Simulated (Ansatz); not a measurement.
## Pb(111) slab, 5 layers: relaxing the cell for a phonon run

Task: relax Pb(111) slab, 5 layers tightly.

Calculated with Ansatz 0.2.0; DFT PBEsol, scalar-relativistic, plane waves, PAW; PAW set soft_1.

### Step 1. Set-up

The cell holds 5 atoms: 5 Pb. Its edges and angles: a = 3.500 Å, b = 3.500 Å, c = 24.432 Å, α = 90.0°, β = 90.0°, γ = 120.0°. It derives from Pb. Vacuum lies along c.

### Step 2. A coarse first look

A quick single point on a coarse mesh tells whether the cell has a gap and how far it is from rest, which sets the k mesh and smearing that follow.

The program solves this slab on a cell height of its own, 46.7 Å, in place of the one typed.

Input file input.yaml:

```yaml
crystal:
  lattice:
    - [3.50018, 0.0, 0.0]
    - [-1.75009, 3.03124, 0.0]
    - [0.0, 0.0, 24.43154]
  atoms:
    - { symbol: Pb, position: [0.0, 0.0, 0.26605] }
    - { symbol: Pb, position: [0.333333, 0.666667, 0.383025] }
    - { symbol: Pb, position: [0.666667, 0.333333, 0.5] }
    - { symbol: Pb, position: [0.0, 0.0, 0.616975] }
    - { symbol: Pb, position: [0.333333, 0.666667, 0.73395] }
  periodic: [true, true, false]
kpoints:
  mp_grid: { grid: [6, 6, 1] }
hamiltonian:
  xc: pbesol
  pseudopotentials: { kind: paw, azcp: { folder: soft_1 }, xc_functional: pbe }
scf:
  occupations: { method: gaussian, width: 0.1 }
output:
  forces: true
  stress: true
  eigenvalues: true
```

Command:

```console
> ansatz run input.yaml --threads 4 --pin off --max-ram 16384MiB --backend cpu --events-out ev --progress --plain --runs-dir out
```

Numbers of over 12 decimals in the logs are rounded to 6 here.

Output:

```text
[...]
k-point 1: bands = [... 31 lower, -5.6947, -3.8617, -2.1240, -1.7541, -1.1816 (-1.1816°), -0.9036 (-0.9036°), -0.1655 (-0.1678°), 0.0056 (0.0040°), ... 3 higher]
  k-point 2: bands = [... 31 lower, -6.0238, -5.5770, -4.9814, -4.6465, -3.6797, -3.5807, -2.1062, -1.2322, ... 3 higher]
  k-point 6: bands = [... 31 lower, -6.3936, -6.3936, -5.9303, -5.5368, -5.5368, -4.8833, -4.6020, -4.6020, ... 3 higher]
  ° read free of the cell's end (the report's vacuum.weakly_bound_levels)
[key lines of the parts left out:]
SCF converged after 9 iterations
Free energy (F): -58785.157841 eV
Fermi energy:    -3.832019 eV
P = ½ c Tr σ = -2.2262 N/m
```

Run time: 3.6 s. Hardware: 4 threads of Arm Neoverse V1, shared host; peak memory 0.86 GiB.

Numbers from this step:

```yaml
gap_on_the_k_mesh: 0 eV
area_per_atom: 2.122 Å²
```

The coarse mesh shows no gap.

### Step 3. Relaxation

Harmonic phonons are second derivatives at a point where the forces vanish, and they are wanted at zero stress, so atoms and cell are relaxed first.

The program solves this slab on a cell height of its own, 46.7 Å, in place of the one typed.

Edit input.yaml of step 2 so:

```diff
@@ -13,3 +13,3 @@
 kpoints:
-  mp_grid: { grid: [6, 6, 1] }
+  mp_grid: { grid: [12, 12, 1] }
 hamiltonian:
@@ -23 +23,10 @@
   eigenvalues: true
+  write_density: true
+  write_potential: true
+  elf: true
+  volumetric_format: npy
+relax:
+  adjacent_minimum: "off"
+  f_tol: 0.005
+  max_steps: 80
+  cell: { stress_2d_tol: 0.02 }
```

Output:

```text
[...]
Crystal: 5 atoms, lattice volume = 495.089 Å³
Basis set: ecut = 420 eV, 9617 PW (Γ), exchange–correlation on 48×48×640 points (8 copies of the dense FFT grid, shifted against one another)
Bands: 42, of which v1, the nominal top of the filled ones, is band 35 counted from 1 (34 counted from 0)
Symmetry: 12 space group operations
[...]
k-points: 19 of 144
[...]
SCF iter  11: F=-58785.251061 eV  HF=-58785.251061 eV  |F-HF|=1.07e-9  |Δ(HF+E_count)|=   8.06e-9  Δρ=1.70e-7  dr2=6.57e-10  ethr=2.35e-11  ⟨swp⟩=10.8  Hψ=6584  notcnv=0
SCF 1 converged in 11 iterations: F = -58785.251061 eV  dr2 = 6.57e-10
[...]
relax step   1: F+E_penalty+E_count = -58785.25106088 eV  Δ(F+E_penalty+E_count) = +0.000e0 eV  max|allowed force component| = 2.107e-1 eV/Å  Δτ_max = 0.0000 Å  P = -2.465 N/m  Ω = 495.089 Å³  fix = [c, alpha, beta]  reactions: c +0.000 N/m  (11 SCF iters, dr2 threshold 1.00e-7 eV, accepted)
Crystal: 5 atoms, lattice volume = 484.518 Å³
Basis set: ecut = 420 eV, 9449 PW (Γ), exchange–correlation on 48×48×640 points (8 copies of the dense FFT grid, shifted against one another)
[...]
SCF iter   7: F=-58785.296246 eV  HF=-58785.296246 eV  |F-HF|=2.90e-8  |Δ(HF+E_count)|=   7.07e-9  Δρ=2.30e-6  dr2=7.60e-8  ethr=7.14e-10  ⟨swp⟩=22.4  Hψ=10089  notcnv=0
SCF 2 converged in 7 iterations: F = -58785.296246 eV  dr2 = 7.60e-8
[...]
relax step   2: F+E_penalty+E_count = -58785.29624594 eV  Δ(F+E_penalty+E_count) = -4.519e-2 eV  max|allowed force component| = 6.381e-2 eV/Å  Δτ_max = 0.0864 Å  P = +0.143 N/m  Ω = 484.518 Å³  energy of the carried Pulay correction = +5.477e-4 eV  fix = [c, alpha, beta]  reactions: c +0.000 N/m  (7 SCF iters, dr2 threshold 5.00e-7 eV, accepted)
Crystal: 5 atoms, lattice volume = 485.282 Å³
Basis set: ecut = 420 eV, 9461 PW (Γ), exchange–correlation on 48×48×640 points (8 copies of the dense FFT grid, shifted against one another)
[...]
SCF iter   7: F=-58785.298331 eV  HF=-58785.298331 eV  |F-HF|=6.98e-10  |Δ(HF+E_count)|=   2.68e-9  Δρ=3.13e-7  dr2=3.46e-9  ethr=5.23e-11  ⟨swp⟩=11.0  Hψ=7544  notcnv=0
SCF 3 converged in 7 iterations: F = -58785.298331 eV  dr2 = 3.46e-9
relax step   3: F+E_penalty+E_count = -58785.29833080 eV  Δ(F+E_penalty+E_count) = -2.085e-3 eV  max|allowed force component| = 8.779e-3 eV/Å  Δτ_max = 0.0188 Å  P = +0.285 N/m  Ω = 485.282 Å³  energy of the carried Pulay correction = +5.075e-4 eV  fix = [c, alpha, beta]  reactions: c +0.000 N/m  (7 SCF iters, dr2 threshold 2.55e-7 eV, accepted)
[... from here on, the SCF cycles and remarks between the steps are left out ...]
relax step   4: F+E_penalty+E_count = -58785.29943225 eV  Δ(F+E_penalty+E_count) = -1.101e-3 eV  max|allowed force component| = 1.485e-2 eV/Å  Δτ_max = 0.0241 Å  P = +0.279 N/m  Ω = 487.184 Å³  energy of the carried Pulay correction = +4.077e-4 eV  fix = [c, alpha, beta]  reactions: c +0.000 N/m  (7 SCF iters, dr2 threshold 4.41e-8 eV, accepted)
relax step   5: F+E_penalty+E_count = -58785.30074128 eV  Δ(F+E_penalty+E_count) = -1.309e-3 eV  max|allowed force component| = 1.474e-2 eV/Å  Δτ_max = 0.0260 Å  P = +0.319 N/m  Ω = 488.940 Å³  energy of the carried Pulay correction = +3.162e-4 eV  fix = [c, alpha, beta]  reactions: c +0.000 N/m  (7 SCF iters, dr2 threshold 4.22e-8 eV, accepted)
relax step   6: F+E_penalty+E_count = -58785.29163643 eV  Δ(F+E_penalty+E_count) = +9.105e-3 eV  max|allowed force component| = 1.359e-1 eV/Å  Δτ_max = 0.1951 Å  P = -0.270 N/m  Ω = 503.498 Å³  energy of the carried Pulay correction = -4.220e-4 eV  fix = [c, alpha, beta]  (8 SCF iters, dr2 threshold 5.55e-8 eV, rejected (line search))
relax step   7: F+E_penalty+E_count = -58785.30265140 eV  Δ(F+E_penalty+E_count) = -1.910e-3 eV  max|allowed force component| = 3.556e-2 eV/Å  Δτ_max = 0.0270 Å  P = +0.023 N/m  Ω = 492.747 Å³  energy of the carried Pulay correction = +1.197e-4 eV  fix = [c, alpha, beta]  reactions: c +0.000 N/m  (12 SCF iters, accepted)
relax step   8: F+E_penalty+E_count = -58785.30198023 eV  Δ(F+E_penalty+E_count) = +6.712e-4 eV  max|allowed force component| = 1.304e-2 eV/Å  Δτ_max = 0.0986 Å  P = -0.501 N/m  Ω = 501.391 Å³  energy of the carried Pulay correction = -3.173e-4 eV  fix = [c, alpha, beta]  (8 SCF iters, dr2 threshold 7.90e-8 eV, rejected (line search))
relax step   9: F+E_penalty+E_count = -58785.30446329 eV  Δ(F+E_penalty+E_count) = -1.812e-3 eV  max|allowed force component| = 1.312e-2 eV/Å  Δτ_max = 0.0394 Å  P = +0.104 N/m  Ω = 494.763 Å³  energy of the carried Pulay correction = +1.661e-5 eV  fix = [c, alpha, beta]  reactions: c +0.000 N/m  (11 SCF iters, accepted)
relax step  10: F+E_penalty+E_count = -58785.30429717 eV  Δ(F+E_penalty+E_count) = +1.661e-4 eV  max|allowed force component| = 2.075e-2 eV/Å  Δτ_max = 0.0374 Å  P = -0.061 N/m  Ω = 497.716 Å³  energy of the carried Pulay correction = -1.331e-4 eV  fix = [c, alpha, beta]  (8 SCF iters, dr2 threshold 1.08e-8 eV, rejected (line search))
relax step  11: F+E_penalty+E_count = -58785.30471667 eV  Δ(F+E_penalty+E_count) = -2.534e-4 eV  max|allowed force component| = 4.459e-4 eV/Å  Δτ_max = 0.0182 Å  P = -0.000 N/m  Ω = 496.380 Å³  energy of the carried Pulay correction = -6.553e-5 eV  fix = [c, alpha, beta]  reactions: c -0.000 N/m  (11 SCF iters, accepted)
[...]
SCF iter   1: F=—  HF=-58785.304681 eV  |F-HF|=—  |Δ(HF+E_count)|=         —  Δρ=4.73e-6  dr2=2.40e-8  ethr=8.14e-7  ⟨swp⟩=5.3  Hψ=8224  notcnv=0
eigensolver tolerance schedule: the retry pair's looser diagonalisation over-reported the residual by 23754.48 of it (diagonalisation noise at an unbounded share of the residual, at the tolerance the schedule requests for it); recorded, not acted on — ethr = c·dr2/N_el stays at c = 1.0e-1
[...]
SCF iter   2: F=—  HF=-58785.304781 eV  |F-HF|=—  |Δ(HF+E_count)|=   9.97e-5  Δρ=2.94e-6  dr2=4.23e-8  ethr=3.43e-11  ⟨swp⟩=6.4  Hψ=3894  notcnv=0
[...]
SCF iter   7: F=-58785.304781 eV  HF=-58785.304781 eV  |F-HF|=1.16e-10  |Δ(HF+E_count)|=   1.80e-9  Δρ=2.14e-9  dr2=4.98e-14  ethr=1.00e-12  ⟨swp⟩=6.4  Hψ=4039  notcnv=0
SCF 12 converged in 7 iterations: F = -58785.304781 eV  dr2 = 4.98e-14
relax step  12: F+E_penalty+E_count = -58785.30478075 eV  Δ(F+E_penalty+E_count) = -6.408e-5 eV  max|allowed force component| = 4.474e-4 eV/Å  Δτ_max = 0.0000 Å  P = +0.000 N/m  Ω = 496.380 Å³  fix = [c, alpha, beta]  reactions: c +0.000 N/m  stress off target by 7.33e-5 N/m on what of the cell is left free  SCF on the basis re-selected at this cell (its energy is not comparable with the rows above)  (7 SCF iters)
basis re-selected at this cell: Δ(F+E_penalty+E_count) = -6.408e-5 eV, ΔP = +0.000 N/m vs the last step (what re-selecting the basis moved, of the pressure what is left beyond the Pulay correction that the steps carried, after the strain that the cell walked since its last selection, with what the two solves' SCF thresholds leave and, on support functions, any second-order correction that the steps lacked; it is no m [...]
SCF converged after 7 iterations
an eigenvalue changed by more than its tolerance at an iteration that met the thresholds in force, so the SCF went on 1 time: the last check found none over its tolerance
Free energy (F): -58785.304781 eV
[...]
Internal energy: -58785.290554 eV  (E = F + TS)
E sigma→0 (E₀):  -58785.297667 eV
Entropy (-TS):   -0.014227 eV (-2.845 meV/atom)
Fermi energy:    -3.602496 eV
[...]
--- Forces (eV/Å), atoms counted from 1 ---
  atom   1  Pb     0.00000000    -0.00000000     0.00044740
  atom   2  Pb     0.00000000     0.00000000     0.00026474
  atom   3  Pb     0.00000000    -0.00000000     0.00000000
  atom   4  Pb     0.00000000    -0.00000000    -0.00026474
  atom   5  Pb     0.00000000     0.00000000    -0.00044740
  max |Σ_I F_I| component: 1.85e-17 eV/Å
--- 2D stress c σ (N/m, compression-positive) ---
        0.000073      -0.000000      -0.000000
        0.000000       0.000073      -0.000000
       -0.000000      -0.000000       0.000000
  P = ½ c Tr σ = 0.0001 N/m
--- Band table (eV; the first three rows and the last of 19) ---
  k-point 0: bands = [... 31 lower, -5.7209, -3.4998, -1.3448 (-1.3449°), -0.3044 (-0.3144°), 0.1625, 0.6627, 1.0980, 1.8255, ... 3 higher]
  k-point 1: bands = [... 31 lower, -5.6071, -3.4252, -1.2985 (-1.2985°), -0.2138 (-0.2225°), 0.2246 (0.1084°?), 0.5070, 0.7297, 0.8571, ... 3 higher]
  k-point 2: bands = [... 31 lower, -5.2872, -3.3083, -1.7666, -1.5910, -0.8126 (-0.8126°), -0.6208 (-0.6208°), 0.0873 (0.0812°), 0.4147, ... 3 higher]
  k-point 18: bands = [... 31 lower, -6.1486, -6.1486, -5.8356, -5.3036, -5.3036, -4.4869, -4.2094, -4.2094, ... 3 higher]
  ° read free of the cell's end (the report's vacuum.weakly_bound_levels)
  °? not known for the slab's own: over its row's bound_up_to_ev there, or no deeper under its free states than its continued_xc_part_ev in size
--- Relaxed structure (11 steps of the walk, 8 accepted, 1 SCFs on fresh bases) ---
  F+E_penalty+E_count = -58785.30478075 eV   max|allowed force component| = 4.474e-4 eV/Å   (the final SCF, on the basis selected at the relaxed cell)
  cell:  # Å, volume = 496.3800 Å³
    - [3.504736, 0.0, 0]
    - [-1.752368, 3.035191, 0]
    - [0, 0, 46.663035132]
  atoms:
    - { symbol: Pb, position: [2.035408260851263e-17, -1.332267682489748e-17, 0.144346] }
    - { symbol: Pb, position: [0.333333, 0.666667, 0.201077] }
    - { symbol: Pb, position: [0.666667, 0.333333, 0.261787] }
    - { symbol: Pb, position: [2.035408260851263e-17, -1.3322676824897474e-17, 0.322497] }
    - { symbol: Pb, position: [0.333333, 0.666667, 0.379228] }
```

Elapsed: 2.3 min, on 4 threads; peak memory 1 GiB; 8.9 min of CPU time.

Step by step:

```
step  energy less that of the first step (eV)  largest force component (eV/Å)  volume (Å³)
   1                                   0.0000                          0.2107       495.09
   2                                  -0.0452                          0.0638       484.52
   3                                  -0.0473                          0.0088       485.28
   4                                  -0.0484                          0.0149       487.18
   5                                  -0.0497                          0.0147       488.94
   6                                  -0.0406                          0.1359       503.50
   7                                  -0.0516                          0.0356       492.75
   8                                  -0.0509                          0.0130       501.39
   9                                  -0.0534                          0.0131       494.76
  10                                  -0.0532                          0.0208       497.72
  11                                  -0.0537                          0.0004       496.38
 12*                                  -0.0537                          0.0004       496.38
```

Relaxation steps marked * repeat the geometry before them on a plane-wave basis chosen anew for their cell, so energy and pressure can jump there. Relaxation steps 6, 8, 10 were tried and not accepted.

The run keeps the 12 symmetry operations that it works with, so distortions that break them were not tested.

```
cell as run  before  after  change
      a (Å)   3.500  3.505  +0.1 %
      b (Å)   3.500  3.505  +0.1 %
```

The atoms that moved most (Å, along periodic axes as changes of fractional coordinates times the final cell, across vacuum about the mean position):

```
atom     dx     dy      dz  length
 Pb5  0.000  0.000  -0.236   0.236
 Pb1  0.000  0.000   0.236   0.236
 Pb2  0.000  0.000   0.025   0.025
 Pb4  0.000  0.000  -0.025   0.025
```

Numbers from this step:

| Quantity | Value |
| --- | --- |
| area per atom | 2.128 Å² |

ELF in the ac plane at fractional y = 0.667, with atoms of Pb within 0.2 Å of it. It is the smooth field of the valence electrons, not physical close to the nuclei.

Ten even steps from '_' (0.00) to '@' (0.42), each cell a mean:
```
____________________________
____________________________
____________________________
____________________________
____________________________
____________________________
____________________________
____________________________
____________________________
____________________________
____________________________
____________________________
____________________________
....::--------::::..________
%%@@@@##****##@@@@%%**====**
**######****######**********
##**++==------++**####%%%%##
##**++==----==++**##%%%%%%%%
**####********####**++++++++
##%%##**++++++##%%##**++++**
%%##**++====++**##%%%%@@@@%%
--::............::--========
____________________________
____________________________
```
Columns run along a (3.5 Å), rows up along c (46.7 Å). Atoms in or near the plane, at fractional coordinates: Pb at (0.33, 0.20), Pb at (0.33, 0.38).

Valence density in the ac plane at fractional y = 0.667, with atoms of Pb within 0.2 Å of it. It is the smooth field of the valence electrons, not physical close to the nuclei.

Ten steps, logarithmic in the rise over the least value, from '_' (0.0 e/Å³) to '@' (3.4 e/Å³), each cell a mean:
```
____________________________
____________________________
____________________________
____________________________
____________________________
____________________________
____________________________
____________________________
____________________________
____________________________
____________________________
____________________________
____________________________
____________________________
==**##@@@@@@@@%%**==--::::--
====**########**++==--------
==----::::::::----====++++++
==----::::::::----==++++++++
--==**##%%%%##**++==--------
==**##@@@@@@@@%%**==--------
==----::::::::----==++++++++
..________________..........
____________________________
____________________________
```
Columns run along a (3.5 Å), rows up along c (46.7 Å). Atoms in or near the plane, at fractional coordinates: Pb at (0.33, 0.20), Pb at (0.33, 0.38).

Electrostatic potential energy in the ac plane at fractional y = 0.667, with atoms of Pb within 0.2 Å of it. With pseudopotentials it is smooth inside the atoms' cores, unlike the true potential.

Ten even steps from '_' (-25 eV) to '@' (0 eV), each cell a mean:
```
@@@@@@@@@@@@@@@@@@@@@@@@@@@@
@@@@@@@@@@@@@@@@@@@@@@@@@@@@
@@@@@@@@@@@@@@@@@@@@@@@@@@@@
@@@@@@@@@@@@@@@@@@@@@@@@@@@@
@@@@@@@@@@@@@@@@@@@@@@@@@@@@
@@@@@@@@@@@@@@@@@@@@@@@@@@@@
@@@@@@@@@@@@@@@@@@@@@@@@@@@@
@@@@@@@@@@@@@@@@@@@@@@@@@@@@
@@@@@@@@@@@@@@@@@@@@@@@@@@@@
@@@@@@@@@@@@@@@@@@@@@@@@@@@@
@@@@@@@@@@@@@@@@@@@@@@@@@@@@
@@@@@@@@@@@@@@@@@@@@@@@@@@@@
@@@@@@@@@@@@@@@@@@@@@@@@@@@@
@@@@@@@@@@@@@@@@@@@@@@@@@@@@
##==..________..--**%%@@@@%%
##**++========++**##%%%%%%%%
##%%@@@@@@@@@@@@%%##**++++**
##%%%%@@@@@@@@%%%%##**++++**
%%**++==------==**%%%%%%%%%%
##==..________..--**%%%%%%%%
##%%%%@@@@@@@@%%%%##**++++**
@@@@@@@@@@@@@@@@@@@@@@@@@@@@
@@@@@@@@@@@@@@@@@@@@@@@@@@@@
@@@@@@@@@@@@@@@@@@@@@@@@@@@@
```
Columns run along a (3.5 Å; values clipped at the 3rd and 97th percentile), rows up along c (46.7 Å). Atoms in or near the plane, at fractional coordinates: Pb at (0.33, 0.20), Pb at (0.33, 0.38).

[end of part 1 of 2]

[Logs are printed without paths, hosts, clocks, repeated set-up lines and the standing remarks that a program may print on its own settings, such as how far it seeks lower states.]

[Hosts, paths, dates, database ids (printed as entryN), source tags and the programs' standing remarks are cut or masked in the printed files.]
